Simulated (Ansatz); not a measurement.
# Lattice dynamics of BaPbO3 (Pm-3m), part 2 of 3

How does BaPbO3 (Pm-3m) vibrate, and is this structure a minimum?

Ansatz 0.2.0; DFT PBEsol, scalar-relativistic, plane waves, PAW; PAW set soft_1.

So far: The structure; Relaxation. The relaxed cell has a = 4.282 Å (conventional setting).

### 3. Tight relaxation

Phonons need a cell at rest on their own settings, so the relaxation is repeated with tight tolerances on forces and stress, using the mesh and the filling of the phonon run that follows.

File input.yaml:

```yaml
crystal:
  lattice:
    - [4.2822643628, 0.0, 0.0]
    - [0.0, 4.2822643628, 0.0]
    - [0.0, 0.0, 4.2822643628]
  atoms:
    - { symbol: Ba, position: [0.5, 0.5, 0.5] }
    - { symbol: Pb, position: [0.0, 0.0, 0.0] }
    - { symbol: O, position: [0.0, 0.5, 0.0] }
    - { symbol: O, position: [0.0, 0.0, 0.5] }
    - { symbol: O, position: [0.5, 0.0, 0.0] }
kpoints:
  mp_grid: { grid: [8, 8, 8] }
hamiltonian:
  xc: pbesol
  pseudopotentials: { kind: paw, azcp: { folder: soft_1 }, xc_functional: pbe }
scf:
  occupations: { method: methfessel_paxton, width: 0.2 }
output:
  forces: true
  stress: true
  eigenvalues: true
relax:
  adjacent_minimum: "off"
  f_tol: 0.001
  max_steps: 60
  cell: { stress_tol: 0.01 }
```

Launch:

```
ansatz run input.yaml --threads 4 --pin off --max-ram 10240MiB --backend cpu --events-out ev --progress --plain --runs-dir out
```

Numbers of over 12 decimals in the logs are rounded to 6 here.

Log:

```text
[...]
Crystal: 5 atoms, lattice volume = 78.527 Å³
Basis set: ecut = 420 eV, 1551 PW (Γ), exchange–correlation on 60×60×60 points (8 copies of the dense FFT grid, shifted against one another)
Bands: 26, of which v1, the nominal top of the filled ones, is band 21 counted from 1 (20 counted from 0)
Symmetry: 48 space group operations
[...]
k-points: 35 of 512
[...]
--- Relaxed structure (3 steps of the walk, 3 accepted, 1 SCFs on fresh bases) ---
[...]
cell:  # Å, volume = 78.4615 Å³
    - [4.281068, 0, 0]
    - [0, 4.281068, 0]
    - [0, 0, 4.281068]
  atoms:
    - { symbol: Ba, position: [0.500000, 0.500000, 0.500000] }
    - { symbol: Pb, position: [0, 0, 0] }
    - { symbol: O, position: [0, 0.500000, 0] }
    - { symbol: O, position: [0, 0, 0.500000] }
    - { symbol: O, position: [0.500000, 0, 0] }
[key lines of the parts left out:]
SCF converged after 6 iterations
Free energy (F): -19303.498120 eV
Fermi energy:    9.133922 eV
P = ⅓ Tr σ = -0.0030 GPa (-0.030 kbar)
```

Run time: 5.3 s. Hardware: 4 threads of Arm Neoverse V2, shared host; peak memory 0.41 GiB; 19 s of CPU time.

Little changed from the start: no atom moved by 0.005 Å and no cell edge by 0.1 %.

This step gave:

| Item | Value |
| --- | --- |
| pressure | -0.003042 GPa |
| volume per atom | 15.69 Å³ |

The forces vanish by symmetry and the pressure is -0.003 GPa, within the tolerances set. The cell now holds 15.69 Å³/atom.

### 4. Modes at Γ

The zone centre comes first: it holds the modes that light can see, as far as symmetry allows. No field response is asked, since the mesh shows no gap.

input.yaml, the sections that differ from step 3:

```yaml
crystal:
  lattice:
    - [4.2810684894, 0.0, 0.0]
    - [0.0, 4.2810684894, 0.0]
    - [0.0, 0.0, 4.2810684894]
  atoms:
    - { symbol: Ba, position: [0.5, 0.5, 0.5] }
    - { symbol: Pb, position: [0.0, 0.0, 0.0] }
    - { symbol: O, position: [0.0, 0.5, 0.0] }
    - { symbol: O, position: [0.0, 0.0, 0.5] }
    - { symbol: O, position: [0.5, 0.0, 0.0] }
output:
  eigenvalues: true
phonons:
  method: dfpt
# kpoints, hamiltonian, scf: as in step 3
# relax: removed
```

Log:

```text
zone centre: on kpoints.mp_grid the ground state, and the responses unless they are solved on pairs of k-points, stand on 125 of the mesh's 512 k-points, reduced under 8 symmetry operations, with k and −k counted as one. Each operation leaves every solved displacement unchanged or reverses it
[...]
Crystal: 5 atoms, lattice volume = 78.461 Å³
Basis set: ecut = 420 eV, 1551 PW (Γ), exchange–correlation on 60×60×60 points (8 copies of the dense FFT grid, shifted against one another)
Bands: 26, of which v1, the nominal top of the filled ones, is band 21 counted from 1 (20 counted from 0)
Symmetry: 48 space group operations
k-points: 125 of 512 (irreducible under 8 space group operations)
[...]
SCF iter   1: F=—  HF=-19304.939873 eV  |F-HF|=—  |Δ(HF+E_count)|=         —  Δρ=5.67e-2  dr2=3.60e0  ethr=3.10e-3  ⟨swp⟩=10.9  Hψ=21582  notcnv=0
[...]
SCF iter  11: F=-19303.498120 eV  HF=-19303.498120 eV  |F-HF|=7.28e-12  |Δ(HF+E_count)|=  3.64e-12  S|Δr|=    0.00e0  Δρ=7.80e-8  dr2=3.01e-12  ethr=1.00e-12  ⟨swp⟩=19.4  Hψ=26114  notcnv=0
SCF 1 converged in 11 iterations: F = -19303.498120 eV  dr2 = 3.01e-12
[...]
DFPT response loops at Γ: preconditioner auto → Kerker (q_TF=auto, 2.458 Å⁻¹) (partly filled bands, converged f_vac=0.000); β = 1.00, the filter's whole step (`scf.mixing.beta` (0.50) is not read by the response loops under this deck's `scf.mixing.preconditioner`; to damp them name `kerker` or `kerker_dos`, under which they read `scf.mixing.beta`, and type it under 1.00, their step now; both keys bind the ground state too); Broyden in place of MSR1
SCF converged after 11 iterations
[...]
Free energy (F): -19303.498120 eV
[...]
Internal energy: -19303.509129 eV  (E = F + TS)
E sigma→0 (E₀):  -19303.500872 eV
Entropy (-TS):   0.011009 eV (2.202 meV/atom)
Fermi energy:    9.133921 eV
[...]
--- Band table (eV; the first three rows and the last of 125) ---
  k-point 0: bands = [... 17 lower, 8.1490, 8.1490, 8.5166, 8.5166, 8.5166, 13.8033, 13.8033, 15.5002, ... 1 higher]
  k-point 1: bands = [... 17 lower, 8.1201, 8.1201, 8.4847, 8.4847, 8.9870, 14.0241, 14.0325, 15.7890, ... 1 higher]
  k-point 2: bands = [... 17 lower, 8.0625, 8.0625, 8.4093, 8.4093, 10.3010, 14.5671, 14.6166, 16.2365, ... 1 higher]
  k-point 124: bands = [... 17 lower, 9.0650, 9.0650, 9.1350, 9.1350, 13.9133, 13.9133, 13.9133, 15.8997, ... 1 higher]
--- Phonons (Γ-DFPT): 4 representative perturbations + reference, on 125 of 512 k-points (Σ response iterations 13) ---
  k mesh reduced under 8 symmetry operations, with k and −k counted as one. Each operation leaves every solved displacement unchanged or reverses it
  ASR residual: 4.594e-5 → 0.000e0 eV/Å²; symmetrization residual: 1.057e-6 eV/Å²
  ASR residual per site (eV/Å²): 3.79e-6 6.73e-6 4.59e-5 4.59e-5 4.59e-5
  Γ frequencies (cm⁻¹): 0.00 0.00 0.00 44.03 44.03 44.03 83.25 83.25 83.25 130.93 130.93 130.93 564.33 564.33 564.33
  non-analytic LO–TO correction: not included (Born effective charges unavailable; polar crystals: no LO–TO splitting at Γ)
```

Run time: 32 s. Hardware: 4 threads; peak memory 1.1 GiB; 2 min of CPU time.

Numbers from this step:

```yaml
sum_rule_residual_before_enforcement: 4.59e-5 eV/Å²
point_group: m-3m
highest_optical_mode_at_the_zone_centre_no_lo_to_term: 564.3 cm⁻¹
lowest_optical_zone_centre_mode: 44.03 cm⁻¹
```

Patterns of degenerate modes are one choice out of their space. Modes at Γ, with each element's share of the kinetic energy:

| mode | frequency (cm⁻¹) | symmetry | Ba % | Pb % | O % |
| --- | --- | --- | --- | --- | --- |
| 1 | 0.0 | acoustic | 35 | 53 | 12 |
| 2 | 0.0 | acoustic | 35 | 53 | 12 |
| 3 | 0.0 | acoustic | 35 | 53 | 12 |
| 4 | 44.0 | T1u | 46 | 6 | 48 |
| 5 | 44.0 | T1u | 46 | 6 | 48 |
| 6 | 44.0 | T1u | 46 | 6 | 48 |
| 7 | 83.2 | T2u | 0 | 0 | 100 |
| 8 | 83.2 | T2u | 0 | 0 | 100 |
| 9 | 83.2 | T2u | 0 | 0 | 100 |
| 10 | 130.9 | T1u | 19 | 37 | 44 |
| 11 | 130.9 | T1u | 19 | 37 | 44 |
| 12 | 130.9 | T1u | 19 | 37 | 44 |
| 13 | 564.3 | T1u | 0 | 4 | 96 |
| 14 | 564.3 | T1u | 0 | 4 | 96 |
| 15 | 564.3 | T1u | 0 | 4 | 96 |

Displacements in mode 4 (44.0 cm⁻¹), the largest set to 1:
```
Ba1 -0.21  0.47  0.48
Pb2  0.06 -0.14 -0.14
O3   0.44 -0.28 -1.00
O4   0.44 -0.98 -0.29
O5   0.13 -0.98 -1.00
```

Displacements in mode 10 (130.9 cm⁻¹), the largest set to 1:
```
Ba1  0.01 -0.32 -0.05
Pb2 -0.01  0.36  0.06
O3   0.02  0.07 -0.17
O4   0.02 -1.00  0.01
O5   0.00 -1.00 -0.17
```

Before it was imposed, the acoustic sum rule was missed by 4.6e-5 eV/Å². Small misses are needed for a sound result but don't prove that mesh and cutoff are converged. The lowest optical mode is real, 44.0 cm⁻¹.

### 5. The dispersion

Stability and thermal properties need the whole zone. Linear response on a 4×4×4 q mesh gives force constants as far as a supercell of that size would.

Edit input.yaml of step 4 so:

```diff
@@ -22 +22,8 @@
   method: dfpt
+  qmesh: [4, 4, 4]
+  temperatures: { t_max: 1000, t_step: 50 }
+  qpath:
+    path:
+      - [[0.0, 0.0, 0.0], [0.0, 0.5, 0.0], [0.5, 0.5, 0.0], [0.0, 0.0, 0.0], [0.5, 0.5, 0.5], [0.0, 0.5, 0.0]]
+      - [[0.5, 0.5, 0.5], [0.5, 0.5, 0.0]]
+    npoints: 10
```

Log:

```text
[...]
Crystal: 5 atoms, lattice volume = 78.461 Å³
Basis set: ecut = 420 eV, 1551 PW (Γ), exchange–correlation on 60×60×60 points (8 copies of the dense FFT grid, shifted against one another)
Bands: 26, of which v1, the nominal top of the filled ones, is band 21 counted from 1 (20 counted from 0)
Symmetry: 48 space group operations
k-points: 35 of 512
[...]
SCF iter   1: F=—  HF=-19304.939741 eV  |F-HF|=—  |Δ(HF+E_count)|=         —  Δρ=5.67e-2  dr2=3.60e0  ethr=3.10e-3  ⟨swp⟩=11.0  Hψ=6009  notcnv=0
[...]
SCF iter  11: F=-19303.498120 eV  HF=-19303.498120 eV  |F-HF|=3.64e-12  |Δ(HF+E_count)|=  7.28e-12  S|Δr|=    0.00e0  Δρ=7.23e-8  dr2=2.64e-12  ethr=1.00e-12  ⟨swp⟩=18.6  Hψ=7142  notcnv=0
SCF 1 converged in 11 iterations: F = -19303.498120 eV  dr2 = 2.64e-12
[...]
SCF iter   7: F=-19303.498120 eV  HF=-19303.498120 eV  |F-HF|=3.64e-12  |Δ(HF+E_count)|=  7.28e-12  S|Δr|=    0.00e0  Δρ=1.08e-7  dr2=4.47e-12  ethr=1.00e-12  ⟨swp⟩=5.6  Hψ=3002  notcnv=0
SCF 2 converged in 7 iterations: F = -19303.498120 eV  dr2 = 4.47e-12
phonons: the bands overlap, so this run is a metal and interpolates without the dipole-dipole term. If the crystal is really an insulator or semiconductor, its LO-TO splitting is missing
NSCF: frozen V_eff on 35 k-points
WARN: eigensolver did not converge in 5 slots of this pass, the one above among them; of largest residual over every band (k=13): 1 band(s) unlocked (lowest unlocked band 25, counted from 0; max residual 3.88e-5 eV among the unlocked bands, 3.88e-5 eV over every band); of lowest unlocked band (k=13): band 25
[...]
DFPT response loops at q = (0, 0, 0) (fractional): preconditioner auto → Kerker (q_TF=auto, 2.458 Å⁻¹) (partly filled bands, converged f_vac=0.000); β = 1.00, the filter's whole step (`scf.mixing.beta` (0.50) is not read by the response loops under this deck's `scf.mixing.preconditioner`; to damp them name `kerker` or `kerker_dos`, under which they read `scf.mixing.beta`, and type it under 1.00, their step now; both keys bind the ground state too); Broyden in place of MSR1
[...]
SCF converged after 11 iterations
[...]
Free energy (F): -19303.498120 eV
[...]
Internal energy: -19303.509129 eV  (E = F + TS)
E sigma→0 (E₀):  -19303.500872 eV
Entropy (-TS):   0.011009 eV (2.202 meV/atom)
Fermi energy:    9.133921 eV
[...]
--- Band table (eV; the first three rows and the last of 35) ---
  k-point 0: bands = [... 17 lower, 8.1490, 8.1490, 8.5166, 8.5166, 8.5166, 13.8033, 13.8033, 15.5002, ... 1 higher]
  k-point 1: bands = [... 17 lower, 8.1201, 8.1201, 8.4847, 8.4847, 8.9870, 14.0241, 14.0325, 15.7890, ... 1 higher]
  k-point 2: bands = [... 17 lower, 8.0625, 8.0625, 8.4093, 8.4093, 10.3010, 14.5671, 14.6166, 16.2365, ... 1 higher]
  k-point 34: bands = [... 17 lower, 9.0650, 9.0650, 9.1350, 9.1350, 13.9133, 13.9133, 13.9133, 15.8997, ... 1 higher]
--- Phonons (Γ-DFPT): 4 representative perturbations + reference (Σ response iterations 13) ---
  ASR residual: 4.749e-5 → 0.000e0 eV/Å²; symmetrization residual: 1.159e-6 eV/Å²
  ASR residual per site (eV/Å²): 2.54e-6 4.59e-6 4.75e-5 4.75e-5 4.75e-5
[...]
--- Phonons (arbitrary-q DFPT): 10 irreducible q on the 4×4×4 mesh ---
  q = [0.0000, 0.0000, 0.0000] (star 1, of the zone-centre solve; hermiticity 1.32e-7, symmetrization 2.97e-12): -0.00 0.00 0.00 44.03 44.03 44.03 83.25 83.25 83.25 130.93 130.93 130.93 564.33 564.33 564.33
  q = [0.0000, 0.0000, 0.2500] (star 6, 9 solved perturbations in 1560 linear systems a pass and spin channel, the states on 200 of 512 k-point pairs; hermiticity 2.93e-7, symmetrization 7.18e-13): 40.24 40.24 59.88 59.88 78.71 102.07 102.07 110.73 125.24 130.52 130.52 222.60 568.14 568.14 578.99
[...]
q = [0.0000, 0.2500, -0.5000] (star 12, 15 solved perturbations on 200 of 512 k-point pairs; hermiticity 1.87e-7, symmetrization 1.44e-14): -108.48 51.83 57.89 64.51 87.47 111.47 131.45 135.44 146.01 174.53 196.12 285.98 468.09 575.98 635.81
[...]
sum rule: each row above includes the acoustic sum rule's correction from the zone centre's row sums; it moved no ω² by more than (0.90 cm⁻¹)²
  mesh force constants: q→R imaginary residual 1.21e-18; ASR residual 4.749e-5 → 0.000e0 eV/Å²; symmetrization residual 1.421e-14 eV/Å²
  interpolated dispersion: 62 rows × 15 modes
  density of states and harmonic sums: on the 16×16×16 q-mesh, interpolated from the force constants of a 4×4×4 supercell (no non-analytic term)
  largest difference from the sums on the solved wave vectors: F 7.52e-2 eV, S 9.08e-5 and C_V 2.16e-5 eV/K
  zero-point energy: 0.185078 eV/cell   skipped modes (ω ≤ 0): 251, of them read as no rigid motion or as one in doubt: 248 (1.552e0 modes/cell left out, lowest -163.44 cm⁻¹)   left out of the sums: 1.03e-1 of the cell's modes: C_V's classical limit lies that fraction below 3 k_B per atom; for a crystal, a wire or a layer, F and S can be off by more, and a phonons.interpolated_qmesh denser along its periods is the remedy for the sampling
```

Wall time 11 min (4 threads); peak memory 2.6 GiB.

Numbers from this step:

```yaml
sum_rule_residual_before_enforcement: 4.75e-5 eV/Å²
lowest_frequency_on_the_path: -163.4 cm⁻¹
highest_frequency_on_the_path_or_at_a_solved_wavevector: 659.7 cm⁻¹
lowest_mode_on_the_q_mesh_acoustic_modes_at_gamma_apart: -163.4 cm⁻¹
```

Frequencies (cm⁻¹) solved at each irreducible wavevector; negative means imaginary. Frequencies by wavevector, by row:

| q in reciprocal lattice units | star | mode 1 | mode 2 | mode 3 | mode 4 | mode 13 | mode 14 | mode 15 |
| --- | --- | --- | --- | --- | --- | --- | --- | --- |
| 0 0 0 | 1 | 0 | 0 | 0 | 44 | 564.3 | 564.3 | 564.3 |
| 0 0 0.25 | 6 | 40.2 | 40.2 | 59.9 | 59.9 | 568.1 | 568.1 | 579 |
| 0 0 -0.5 | 3 | 52.5 | 52.5 | 72.5 | 72.5 | 572 | 572 | 591.2 |
| 0 0.25 0.25 | 12 | -80 | 35.9 | 51.6 | 76.1 | 501.4 | 572.1 | 626.7 |
| 0 0.25 -0.5 | 12 | -108.5 | 51.8 | 57.9 | 64.5 | 468.1 | 576 | 635.8 |
| 0 -0.5 -0.5 | 3 | -150.2 | 27.5 | 27.5 | 60.7 | 310.4 | 579.8 | 642.3 |
| 0.25 0.25 0.25 | 8 | -99.3 | -62.3 | -62.3 | 56.7 | 503.8 | 503.8 | 646.4 |
| 0.25 0.25 -0.5 | 12 | -125 | -93.5 | -68.7 | 61.3 | 451.5 | 506.9 | 652.7 |
| 0.25 -0.5 -0.5 | 6 | -157.7 | -113.9 | -113.9 | 63.8 | 316.1 | 493.3 | 656.4 |
| -0.5 -0.5 -0.5 | 1 | -163.4 | -163.4 | -163.4 | 65.6 | 319.8 | 319.8 | 658.3 |

Interpolated from a 4×4×4 q mesh. Phonon branches along the path, in cm⁻¹:

| point | branch 1 | branch 2 | branch 3 | branch 4 | branch 12 | branch 13 | branch 14 | branch 15 |
| --- | --- | --- | --- | --- | --- | --- | --- | --- |
| Γ | 0 | 0 | 0 | 44 | 131 | 564 | 564 | 564 |
| halfway | 40 | 40 | 60 | 60 | 223 | 568 | 568 | 579 |
| X | 52 | 52 | 72 | 72 | 282 | 572 | 572 | 591 |
| halfway | -108 | 52 | 58 | 64 | 286 | 468 | 576 | 636 |
| M | -150 | 28 | 28 | 61 | 293 | 310 | 580 | 642 |
| halfway | -80 | 36 | 52 | 76 | 265 | 501 | 572 | 627 |
| Γ | 0 | 0 | 0 | 44 | 131 | 564 | 564 | 564 |
| halfway | -99 | -62 | -62 | 57 | 271 | 504 | 504 | 646 |
| R | -163 | -163 | -163 | 66 | 241 | 320 | 320 | 658 |
| halfway | -125 | -94 | -69 | 61 | 275 | 452 | 507 | 653 |
| X | 52 | 52 | 72 | 72 | 282 | 572 | 572 | 591 |
| jump to R | -163 | -163 | -163 | 66 | 241 | 320 | 320 | 658 |
| halfway | -158 | -114 | -114 | 64 | 268 | 316 | 493 | 656 |
| M | -150 | 28 | 28 | 61 | 293 | 310 | 580 | 642 |

Tetrahedra on a 16×16×16 mesh, mean over bins of 10 cm-1. Interpolated from a 4×4×4 q mesh. The phonon density of states by wavenumber; read off at these points:

| wavenumber (cm⁻¹) | phonon density of states (1/cm⁻¹/cell) |
| --- | --- |
| -165 | 0.00104 |
| -145 | 0.0145 |
| -125 | 0.0128 |
| -95 | 0.0112 |
| -75 | 0.0102 |
| -55 | 0.00793 |
| -35 | 0.00667 |
| -5 | 0.00663 |
| 15 | 0.0095 |
| 35 | 0.0268 |
| 55 | 0.0712 |
| 65 | 0.120 |
| 85 | 0.0520 |
| 105 | 0.0270 |
| 125 | 0.0413 |
| 135 | 0.0547 |
| 145 | 0.0484 |
| 175 | 0.0504 |
| 195 | 0.0275 |
| 215 | 0.0213 |
| 235 | 0.0101 |
| 265 | 0.0144 |
| 275 | 0.0338 |
| 285 | 0.0286 |
| 305 | 0 |
| 325 | 0.00187 |
| 355 | 0.00263 |
| 375 | 0.00298 |
| 395 | 0.00335 |
| 415 | 0.00378 |
| 445 | 0.00467 |
| 465 | 0.00558 |
| 485 | 0.00678 |
| 505 | 0.00903 |
| 535 | 0.0136 |
| 555 | 0.0191 |
| 565 | 0.0314 |
| 575 | 0.0179 |
| 595 | 0.00384 |
| 625 | 0.0112 |
| 645 | 0.0283 |
| 665 | 0.00114 |

The partial phonon density of states has structure finer than the step of the table below, so its rows give means over 50 cm⁻¹, whole bins alone (the curve runs from -172 to 689 cm⁻¹). Peaks (cm⁻¹: height): Ba 60.8: 0.0763; O -128.9: 0.0149, -101.8: 0.0152, 66.2: 0.0187, 131.2: 0.0287, 277.6: 0.0291, 564.8: 0.0259, 646.1: 0.0243; Pb 142.1: 0.0248, 174.6: 0.0275.

Phonopy on the run's constants, 13x13x13 mesh, Gaussian sigma 6.2 cm-1. Interpolated from a 4×4×4 q mesh. Table of partial phonon density of states by wavenumber; means over each step; values in 1/cm⁻¹/cell:

| wavenumber (cm⁻¹) | Ba | O | Pb |
| --- | --- | --- | --- |
| -100 | 1.6e-4 | 0.0114 | 5.2e-5 |
| -50 | 0.00117 | 0.00855 | 7.7e-5 |
| 0 | 0.00168 | 0.00201 | 2.9e-4 |
| 50 | 0.0409 | 0.0130 | 0.00700 |
| 100 | 0.0102 | 0.0179 | 0.0144 |
| 150 | 0.00266 | 0.0225 | 0.0237 |
| 200 | 0.00265 | 0.0167 | 0.0119 |
| 250 | 4.1e-4 | 0.0114 | 7.5e-4 |
| 300 | 1.2e-4 | 0.00913 | 5.9e-4 |
| 350 | 2.2e-6 | 0.00285 | 5.9e-6 |
| 400 | 7.7e-7 | 0.00270 | 1.5e-5 |
| 450 | 3.8e-6 | 0.00506 | 4.6e-5 |
| 500 | 4.3e-6 | 0.00860 | 1.5e-4 |
| 550 | 9.2e-7 | 0.0174 | 5.8e-4 |
| 600 | 5.1e-6 | 0.00721 | 2.2e-4 |
| 650 | 9.0e-6 | 0.0144 | 2.1e-4 |

Symmetry leaves 10 wavevectors to solve. The lowest mode among them, the acoustic zeros apart, lies at q = (-0.5, -0.5, -0.5) and is imaginary, 163.4i cm⁻¹, so the energy falls along it.

### 6. Isotope substitution, element Ba, natural mass 137.327 amu

An isotope changes the mass and not the force constants, so no new electronic calculation is needed; the shifts show which modes move this element.

(Continued in part 3 of 3.)

[Logs are printed without paths, hosts, clocks, repeated set-up lines and the standing remarks that a program may print on its own settings, such as how far it seeks lower states.]

[Hosts, paths, dates, database ids (printed as entryN), source tags and the programs' standing remarks are cut or masked in the printed files.]
